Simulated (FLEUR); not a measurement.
**Collinear magnetic orders of MnS with FLEUR**

A self-consistent run ends on one state, which hangs on the start. Several orders of MnS are started in FLEUR and their energies compared.

Method: LDA (VWN) with U = 4 eV on Mn d; all-electron FLAPW, Dirac cores, scalar-relativistic bands, in FLEUR MaX-R8.1.

The database entry behind the starting cell differs from later determinations by our own check (an axis about 0.2 % short against later determinations), so it need not match the best structure at ambient conditions.

## 1. Set-up

Symmetry: Fm-3m, No. 225, cubic system. Conventional cell: a = 5.209 Å, b = 5.209 Å, c = 5.209 Å, α = 90.00°, β = 90.00°, γ = 90.00°. Nearest to Mn lie 6 S at 2.60 Å. Nearest to S lie 6 Mn at 2.60 Å. Farther neighbours and most contacts between anions are not listed.

## 2. Run 1 (ferro +)

The parallel start is the test of whether parallel moments hold. The U counters the self-interaction that shrinks the moments of a localised shell.

inpgen writes inp.xml from crystal.txt; cutoffs, mixing, functional, smearing and local orbitals are then set in the file. The k list default-1 (kpts.xml, not shown) is a Γ-centred 8×8×8 mesh; where the ranks do not divide the number of points, some are split in two of half the weight.

inp.xml

```
<?xml version="1.0" encoding="UTF-8" standalone="no"?>
<fleurInput fleurInputVersion="0.39">
   <comment>
      MnS
   </comment>
   <calculationSetup>
      <cutoffs Kmax="3.97" Gmax="11.9" GmaxXC="11.9" numbands="0"/>
      <scfLoop itmax="130" minDistance="0.0001" maxIterBroyd="15" imix="Anderson" alpha="0.05" precondParam="0.0" spinf="2.0" sdNocoIR="T"/>
      <coreElectrons ctail="T" frcor="F" kcrel="0" coretail_lmax="0"/>
      <xcFunctional name="vwn" relativisticCorrections="F"/>
      <magnetism jspins="2"/>
      <soc l_soc="F" theta="0.0" phi="0.0" spav="F"/>
      <expertModes spex="0" secvar="F"/>
      <geometryOptimization l_f="F" forcealpha="1.0" forcemix="BFGS" epsdisp="0.00001" epsforce="0.00001"/>
      <ldaU l_linMix="F" mixParam="0.05" spinf="1.0"/>
   </calculationSetup>
   <cell>
      <bzIntegration valenceElectrons="21.0" mode="hist" fermiSmearingEnergy="0.00183747">
         <kPointListSelection listName="default-1"/>
         <xi:include xmlns:xi="http://www.w3.org/2001/XInclude" href="kpts.xml"> </xi:include>
      </bzIntegration>
      <xi:include xmlns:xi="http://www.w3.org/2001/XInclude" href="sym.xml"> </xi:include>
      <bulkLattice scale="1.0">
         <bravaisMatrix>
            <row-1>    0.0000000000000000     4.9217916915206992     4.9217916915206992</row-1>
            <row-2>    4.9217916915206992     0.0000000000000000     4.9217916915206992</row-2>
            <row-3>    4.9217916915206992     4.9217916915206992     0.0000000000000000</row-3>
         </bravaisMatrix>
      </bulkLattice>
   </cell>
   <atomSpecies>
      <species name="Manganese 4.500" element="Mn" atomicNumber="25">
         <mtSphere radius="2.8" gridPoints="925" logIncrement="0.013"/>
         <atomicCutoffs lmax="10" lnonsphr="8"/>
         <electronConfig flipSpins="F">
            <coreConfig>(1s1/2) (2s1/2) (2p1/2) (2p3/2)</coreConfig>
            <valenceConfig>(3s1/2) (3p1/2) (3p3/2) (4s1/2) (3d3/2) (3d5/2)</valenceConfig>
            <stateOccupation state="(3d3/2)" spinUp="1.75" spinDown="0.25"/>
            <stateOccupation state="(3d5/2)" spinUp="3.0" spinDown="0.0"/>
         </electronConfig>
         <energyParameters s="4" p="4" d="3" f="4"/>
         <ldaU l="2" U="4.0" J="0.0" l_amf="F"/>
         <lo type="SCLO" l="0" n="3" eDeriv="0"/>
         <lo type="SCLO" l="1" n="3" eDeriv="0"/>
      </species>
      <species name="Sulfur (S)" element="S" atomicNumber="16">
         <mtSphere radius="1.89" gridPoints="625" logIncrement="0.018"/>
         <atomicCutoffs lmax="8" lnonsphr="6"/>
         <electronConfig flipSpins="F">
            <coreConfig>(1s1/2) (2s1/2) (2p1/2) (2p3/2)</coreConfig>
            <valenceConfig>(3s1/2) (3p1/2) (3p3/2)</valenceConfig>
            <stateOccupation state="(3p1/2)" spinUp="0.666667" spinDown="0.666667"/>
            <stateOccupation state="(3p3/2)" spinUp="1.333333" spinDown="1.333333"/>
         </electronConfig>
         <energyParameters s="3" p="3" d="3" f="4"/>
      </species>
   </atomSpecies>
   <atomGroups>
      <atomGroup species="Manganese 4.500">
         <relPos label="                   1">.0000000000 .0000000000 .0000000000</relPos>
         <force calculate="T" relaxXYZ="TTT"/>
      </atomGroup>
      <atomGroup species="Sulfur (S)">
         <relPos label="                   2">1.000/2.000 1.000/2.000 1.000/2.000</relPos>
         <force calculate="T" relaxXYZ="TTT"/>
      </atomGroup>
   </atomGroups>
   <output dos="F" band="F" slice="F">
      <bandDOS minEnergy="-.5*Htr" maxEnergy="0.5*Htr" sigma="0.015" storeEVData="T"/>
      <plotting iplot="0" polar="F">
         <plot TwoD="T" vec1="  1.0  0.0  0.0" vec2="  0.0  1.0  0.0" vec3="  0.0  0.0  1.0" zero="  0.0  0.0  0.0" file="plot"/>
      </plotting>
      <moessbauerParams electricFieldGradient="F" isomerShift="F" coreHyperfine="F" valenceHyperfine="F"/>
   </output>
</fleurInput>
```

crystal.txt

```
MnS
&input film=F cartesian=F /
0.00000000000  2.60450000000  2.60450000000
2.60450000000  0.00000000000  2.60450000000
2.60450000000  2.60450000000  0.00000000000
1.8897261246
1.0 1.0 1.0

2
25 0.00000000000  0.00000000000  0.00000000000 : 4.500
16 0.50000000000  0.50000000000  0.50000000000

&kpt div1=8 div2=8 div3=8 gamma=T /
```

The run is started by

```sh
$ OMP_NUM_THREADS=1 inpgen -f crystal.txt > inpgen.log  # inp.xml is then edited as shown
$ OMP_NUM_THREADS=1 mpirun -n 4 fleur_MPI > fleur.log
```

The log of the run:

```text
Welcome to FLEUR        (www.flapw.de)
      MaX-Release 8.1          (www.max-centre.eu)

 ========== k-point set info ==========
 Selected k-point list: default-1
 k-point list type: mesh
 0 x 0 x 0
 Number of k points: 32

 ------------Calculation Setup---------------------------
 Number of MPI-tasks      :            4
 Number of PE/node        :            4
 Number of OMP-threads    :            1
 k-points in parallel     :            4
 pe's per k-point         :            1
 No of k-point loops      :            8
 Eigenvalue solver        :       lapack
 Number of basis functions:          277
 Approximate size of matrices (H+S) per k-point:         0.001 GB
 --------------------------------------------------------
 no density matrix found ... skipping LDA+U
 Reset of history
 Iteration:     1   Distance:       6.47151360 me/bohr^3
 Iteration:     2   Distance:       7.17536582 me/bohr^3
 Iteration:     3   Distance:       6.60304611 me/bohr^3
 Iteration:     4   Distance:       4.03767823 me/bohr^3
 Iteration:     5   Distance:       2.10133985 me/bohr^3
 Iteration:     6   Distance:       1.49948508 me/bohr^3
 Iteration:     7   Distance:       0.34310865 me/bohr^3
 Iteration:     8   Distance:       0.26770856 me/bohr^3
 Iteration:     9   Distance:       0.04054883 me/bohr^3
 Iteration:    10   Distance:       0.03426420 me/bohr^3
 Iteration:    11   Distance:       0.00798103 me/bohr^3
 Iteration:    12   Distance:       0.00470236 me/bohr^3
 Iteration:    13   Distance:       0.00105507 me/bohr^3
 Iteration:    14   Distance:       0.00058232 me/bohr^3
 Iteration:    15   Distance:       0.00004838 me/bohr^3

 ********************************************************************
 Run finished successfully
 Stop message:
   all done
 ********************************************************************

--- out.xml (last complete iteration) ---
<iteration numberForCurrentRun="   15" overallNumber="   15">
         [... left out ...]
         <bandgap value="0.5641850628" units="eV"/>
         <sumValenceSingleParticleEnergies value="-13.6765359403" units="Htr"/>
         <FermiEnergy value="0.2614696600" units="Htr"/>
         <valenceDensity>
            <mtCharges spin="1">
               <mtCharge atomType="1" total="9.5317579" s="1.2503556" p="3.2908646" d="4.9349970" f="0.0425330"/>
               <mtCharge atomType="2" total="1.8282342" s="0.6344711" p="1.1747462" d="0.0174043" f="0.0013548"/>
            </mtCharges>
            <mtCharges spin="2">
               <mtCharge atomType="1" total="4.8017197" s="1.1843881" p="3.2341024" d="0.3363794" f="0.0352708"/>
               <mtCharge atomType="2" total="1.7263455" s="0.6182390" p="1.1035517" d="0.0042355" f="0.0002879"/>
            </mtCharges>
            <spinDependentCharge spin="1" total="12.9999561" interstitial="1.6399640" mtSpheres="11.3599920"/>
            <spinDependentCharge spin="2" total="8.0000439" interstitial="1.4719786" mtSpheres="6.5280653"/>
            <totalCharge value="21.0000000000"/>
         </valenceDensity>
         [... left out ...]
         <allElectronCharges>
            <spinDependentCharge spin="1" total="22.9999561" interstitial="1.6402386" mtSpheres="21.3597175"/>
            <spinDependentCharge spin="2" total="18.0000439" interstitial="1.4722520" mtSpheres="16.5277919"/>
            <totalCharge value="40.9999999930"/>
         </allElectronCharges>
         <magneticMomentsInMTSpheres units="muBohr">
            <globalMagMoment atomType="1" vec="0.00000   0.00000   4.73004"/>
            <localMagMoment atomType="1" vec="0.00000   0.00000   4.73004"/>
            <globalMagMoment atomType="2" vec="0.00000   0.00000   0.10189"/>
            <localMagMoment atomType="2" vec="0.00000   0.00000   0.10189"/>
         </magneticMomentsInMTSpheres>
         <moessbauerParams unitsHFF="kG" unitsIS="e/bohr^3" unitsEFG="Htr/bohr^2">
         </moessbauerParams>
         <totalEnergy value="    -1554.5407573292" units="Htr">
            <sumOfEigenvalues value="     -894.6419543048">
               <coreElectrons value="-880.9654183645"/>
               <valenceElectrons value="-13.6765359403"/>
            </sumOfEigenvalues>
            <densityCoulombPotentialIntegral value="-2365.4869122734"/>
            <densityEffectivePotentialIntegral value="-2464.2758386189"/>
            <chargeDenXCDenIntegral value="-74.6691780822"/>
            <FockExchangeEnergyValence value="0.0000000000"/>
            <FockExchangeEnergyCore value="0.0000000000"/>
            <atomTypeDependentContributions atomType="1">
               <electronNucleiInteractionDifferentMTs value="1381.5834317119"/>
               <MadelungTerm value="-6.5986286147"/>
            </atomTypeDependentContributions>
            <atomTypeDependentContributions atomType="2">
               <electronNucleiInteractionDifferentMTs value="467.8570616882"/>
               <MadelungTerm value="-11.0836199323"/>
            </atomTypeDependentContributions>
            <dftUCorrection value="-0.3607345225"/>
            <tkbTimesEntropy value="0.0000011434"/>
            <freeEnergy value="-1554.5407584726"/>
            <extrapolationTo0K value="-1554.5407579009"/>
         </totalEnergy>
         <ldaUDensityMatrix>
            <densityMatrixFor spin="1" atomType="1" uIndex="1" l="2" U="4.00000000" J="0.00000000">
               (+0.99082,+0.00000) (+0.00000,+0.00000) (+0.00000,+0.00000) (+0.00000,+0.00000) (+0.01912,+0.00000)
               (+0.00000,+0.00000) (+0.97170,+0.00000) (+0.00000,+0.00000) (+0.00000,+0.00000) (+0.00000,+0.00000)
               (+0.00000,+0.00000) (+0.00000,+0.00000) (+1.00995,+0.00000) (+0.00000,+0.00000) (+0.00000,+0.00000)
               (+0.00000,+0.00000) (+0.00000,+0.00000) (+0.00000,+0.00000) (+0.97170,+0.00000) (+0.00000,+0.00000)
               (+0.01912,+0.00000) (+0.00000,+0.00000) (+0.00000,+0.00000) (+0.00000,+0.00000) (+0.99082,+0.00000)
            </densityMatrixFor>
            <densityMatrixFor spin="2" atomType="1" uIndex="1" l="2" U="4.00000000" J="0.00000000">
               (+0.07761,+0.00000) (+0.00000,+0.00000) (+0.00000,+0.00000) (+0.00000,+0.00000) (+0.05168,+0.00000)
               (+0.00000,+0.00000) (+0.02593,+0.00000) (+0.00000,+0.00000) (+0.00000,+0.00000) (+0.00000,+0.00000)
               (+0.00000,+0.00000) (+0.00000,+0.00000) (+0.12929,+0.00000) (+0.00000,+0.00000) (+0.00000,+0.00000)
               (+0.00000,+0.00000) (+0.00000,+0.00000) (+0.00000,+0.00000) (+0.02593,+0.00000) (+0.00000,+0.00000)
               (+0.05168,+0.00000) (+0.00000,+0.00000) (+0.00000,+0.00000) (+0.00000,+0.00000) (+0.07761,+0.00000)
            </densityMatrixFor>
         </ldaUDensityMatrix>
         <ldaUDensityMatrixConvergence>
            <distance spin="1" distance="0.000000"/>
            <distance spin="2" distance="0.000001"/>
         </ldaUDensityMatrixConvergence>
         <densityConvergence units="me/bohr^3">
            <chargeDensity spin="1" distance="0.0000257608"/>
            <chargeDensity spin="2" distance="0.0000364673"/>
            <overallChargeDensity distance="0.0000483813"/>
            <spinDensity distance="0.0000405735"/>
         </densityConvergence>
      </iteration>
```

It took 9.9 s on 4 MPI ranks of Intel Xeon Platinum 8488C (Sapphire Rapids), shared host; peak memory 0.22 GiB; 38 s of CPU time.

This step gave:

- free energy: -42301.2090 eV
- program's band gap on this mesh (in a metal only a level spacing): 0.5642 eV
- magnetization: 5.000 μB
- final state: ferromagnetic
- largest moment: 4.730 μB

After 15 cycles the largest moment stands at 4.73 μB.

(Continued in part 2 of 3.)

[Logs and program files are shortened in this print: banners, set-up blocks, solver, clock and traceback lines can be left out without a mark of their own.]

[Logs are printed without paths, hosts, clocks, repeated set-up lines and the standing remarks that a program may print on its own settings, such as how far it seeks lower states.]

[Hosts, paths, dates, database ids (printed as entryN), source tags and the programs' standing remarks are cut or masked in the printed files.]

[Where a cell is said to come from a database of computed structures, the database is the Materials Project.]
